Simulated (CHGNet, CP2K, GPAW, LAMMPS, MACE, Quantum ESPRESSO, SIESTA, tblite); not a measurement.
# What went wrong? GPAW on glassy 67P2O5-33MgO (mol %) (80 atoms)

Program: GPAW 26.7.0, a calculation on a cell of 20 P, 5 Mg and 55 O, 11.5 Å³ an atom.

Input file run.py:

```python
import numpy as np
from ase.io import read
from gpaw import GPAW, FermiDirac

atoms = read("structure.xyz")
atoms.calc = GPAW(
    mode="lcao",
    basis="dzp",
    h=0.18,
    xc="PBE",
    kpts={"size": (1, 1, 1), "gamma": True},
    occupations=FermiDirac(0.05),
    maxiter=3,
    symmetry={"point_group": False},
    txt="gpaw.txt",
)
energy = atoms.get_potential_energy(force_consistent=True)
forces = atoms.get_forces()
print(f"energy {energy:.6f} eV")
print("forces (eV/A)")
for i, (a, f) in enumerate(zip(atoms, forces)):
    print(f"{i:4d} {a.symbol:2s} {f[0]:10.5f} {f[1]:10.5f} {f[2]:10.5f}")
print(f"Fermi level {atoms.calc.get_fermi_level():.4f} eV")
for k in range(len(atoms.calc.get_ibz_k_points())):
    for s in range(atoms.calc.get_number_of_spins()):
        e = atoms.calc.get_eigenvalues(kpt=k, spin=s)
        n = np.searchsorted(e, atoms.calc.get_fermi_level())
        print(f"k {k} spin {s} levels about the Fermi level:", np.round(e[max(n - 6, 0):n], 4).tolist(), "|", np.round(e[n:n + 6], 4).tolist())
```

Input file structure.xyz:

```xyz
80
Lattice="9.72560 0.00000 0.00000 0.00000 9.72560 0.00000 0.00000 0.00000 9.72560" Properties=species:S:1:pos:R:3 pbc="T T T"
P 6.04971 0.85926 9.50288
P 5.45538 7.98987 2.75196
P 2.33337 7.41499 2.21530
P 9.62689 1.25013 2.97341
P 0.22544 3.88314 4.70116
P 8.99618 3.87332 9.35690
P 1.62204 9.24020 4.95899
P 2.64741 1.63594 1.73057
P 7.04610 6.00352 0.71444
P 6.55739 1.17310 2.80564
[... 66 atom lines left out ...]
O 6.06206 9.37246 2.49549
O 9.32841 8.19946 8.16581
O 6.43096 0.73127 4.39257
O 2.88802 6.00196 1.95553
```

The run is started by

```bash
OMP_NUM_THREADS=1 python run.py > output.txt
```

The log of the run:

```text
gpaw.KohnShamConvergenceError
```

gpaw.txt:

```text
Input parameters:
  mode=LCAO(),
  basis={'default': 'dzp'},
  h=0.18,
  kpts=MonkhorstPack(size=(1, 1, 1), gamma=True),
  maxiter=3,
  occupations=Occupations(name='fermi-dirac', width=0.05, fixmagmom=False),
  symmetry=Symmetry(point_group=False),
  xc=XC(name='PBE')
Unit cell  # Å
| periodic |        x |        y |        z |  lengths |    angles |
|----------|----------|----------|----------|----------|-----------|
|      yes | 9.725600 | 0.000000 | 0.000000 | 9.725600 | 90.000000 |
|      yes | 0.000000 | 9.725600 | 0.000000 | 9.725600 | 90.000000 |
|      yes | 0.000000 | 0.000000 | 9.725600 | 9.725600 | 90.000000 |
Number of symmetries: 1
Symmetry operations  # r_c * U_cc + t_c -> r_c
|   | kind |            matrix            |
|---|------|------------------------------|
| 0 |  E   |  1, 0, 0,  0, 1, 0,  0, 0, 1 |
BZ-sampling:
  Number of BZ points: 1
  Number of IBZ points: 1
  Monkhorst-Pack size: [1, 1, 1]
  Monkhorst-Pack shift: [0, 0, 0]
K-points  # in reciprocal-cell coordinates
|   |                                coordinates |     weight |
|---|--------------------------------------------|------------|
| 0 | (  0.00000000,   0.00000000,   0.00000000) | 1.00000000 |
basis functions: 1070
Spin-components: 1 (collinear spins)
Bands:           292
Projectors:      400
Spin-degeneracy: 2
Datatype:        <class 'float'>
Parallelization:
  kpt:    1
  domain: 1
  band:   1
Density:
  Valence electrons: 480.0
  Components: 1
  Grid points: [56 56 56]
  Charge: 0.0  # |e|
Potential:
  Grid points: [56 56 56]
species:
  P:
    name:    Phosphorus
    Z:       15.0
    valence: 5
    core:    10
    LCAO basis set for P:
      Name: dzp
      Number of radial functions: 5
      Number of spherical harmonics: 13
        l=0, rc=6.0938 Bohr: 3s-sz confined orbital
        l=1, rc=7.7031 Bohr: 3p-sz confined orbital
        l=0, rc=3.4375 Bohr: 3s-dz split-valence wave
        l=1, rc=4.4688 Bohr: 3p-dz split-valence wave
        l=2, rc=7.7031 Bohr: d-type Gaussian polarization
      Number of RI-basis functions 0
  Mg:
    name:    Magnesium
    Z:       12.0
    valence: 10
    core:    2
    LCAO basis set for Mg:
      Name: dzp
      Number of radial functions: 9
      Number of spherical harmonics: 19
        l=0, rc=2.7969 Bohr: 2s-sz confined orbital
        l=0, rc=9.2344 Bohr: 3s-sz confined orbital
        l=1, rc=3.1406 Bohr: 2p-sz confined orbital
        l=1, rc=12.7188 Bohr: 3p-sz confined orbital
        l=0, rc=1.8125 Bohr: 2s-dz split-valence wave
        l=0, rc=5.5156 Bohr: 3s-dz split-valence wave
        l=1, rc=2.0938 Bohr: 2p-dz split-valence wave
        l=1, rc=7.7969 Bohr: 3p-dz split-valence wave
        l=1, rc=9.2344 Bohr: p-type Gaussian polarization
      Number of RI-basis functions 0
  O:
    name:    Oxygen
    Z:       8.0
    valence: 6
    core:    2
    LCAO basis set for O:
      Name: dzp
      Number of radial functions: 5
      Number of spherical harmonics: 13
        l=0, rc=4.3438 Bohr: 2s-sz confined orbital
        l=1, rc=5.3906 Bohr: 2p-sz confined orbital
        l=0, rc=2.2969 Bohr: 2s-dz split-valence wave
        l=1, rc=2.8906 Bohr: 2p-dz split-valence wave
        l=2, rc=5.3906 Bohr: d-type Gaussian polarization
      Number of RI-basis functions 0
Reference energy: -325553.374180  # eV
eigensolver:
density mixing:
  MSR1-Mixer
occupation numbers:
  Fermi-Dirac:
    width: 0.0500  # eV
FastPoissonSolver using
    Stencil: 6*3+1=19 point O(h^6) finite-difference Laplacian
xc functional:
  name: PBE with 2 nearest neighbor stencil
interpolation: tri-quintic # 5. degree polynomial
Initialization done in: 9.243 s
convergence criteria:
- Maximum [total energy] change in last 3 cyles: 0.0005 eV / valence electron
- Maximum integral of absolute [dens]ity change: 0.0001 electrons / valence electron
- Maximum integral of absolute [eigenst]ate change: 4e-08 eV^2 / valence electron
maximum number of iterations: 3
SCF iterations
|iter     |      energy | eigst |  dens |
|---------|-------------|-------|-------|
|iter:   1| -552.826361 |      c|       |
|iter:   2| -537.944639 |      c| -0.84 |
|iter:   3| -490.512683 |      c| -0.89 |
timing:  # [seconds]
  Total: 33.369  # ━━━━━━━━━━━━━━━━━━━━━━━━━━━━━━━━━━━━━━━━━━━━━━━━━━━━━━━━━━
  Init:   9.242  # ━━━━━━━━━━━━━━━━
  SCF:   24.066  # ━━━━━━━━━━━━━━━━━━━━━━━━━━━━━━━━━━━━━━━━━━
```

It took 35 s on 1 thread of Arm Neoverse V1, shared host; peak memory 1.3 GiB.

Banners, paths, timers and routine set-up lines are dropped from the logs unmarked, and long logs keep their key lines alone; longer cuts are marked.

Why should this run not be trusted?

Too few SCF iterations: iteration limit 3.

The run ended unconverged.

[Also dropped from logs without a mark: logging warnings of Python, and SIESTA's first energy breakdown and zero terms.]

[Logs are printed without paths, hosts, clocks, repeated set-up lines and the standing remarks that a program may print on its own settings, such as how far it seeks lower states.]

[Hosts, paths, dates, database ids (printed as entryN), source tags and the programs' standing remarks are cut or masked in the printed files.]
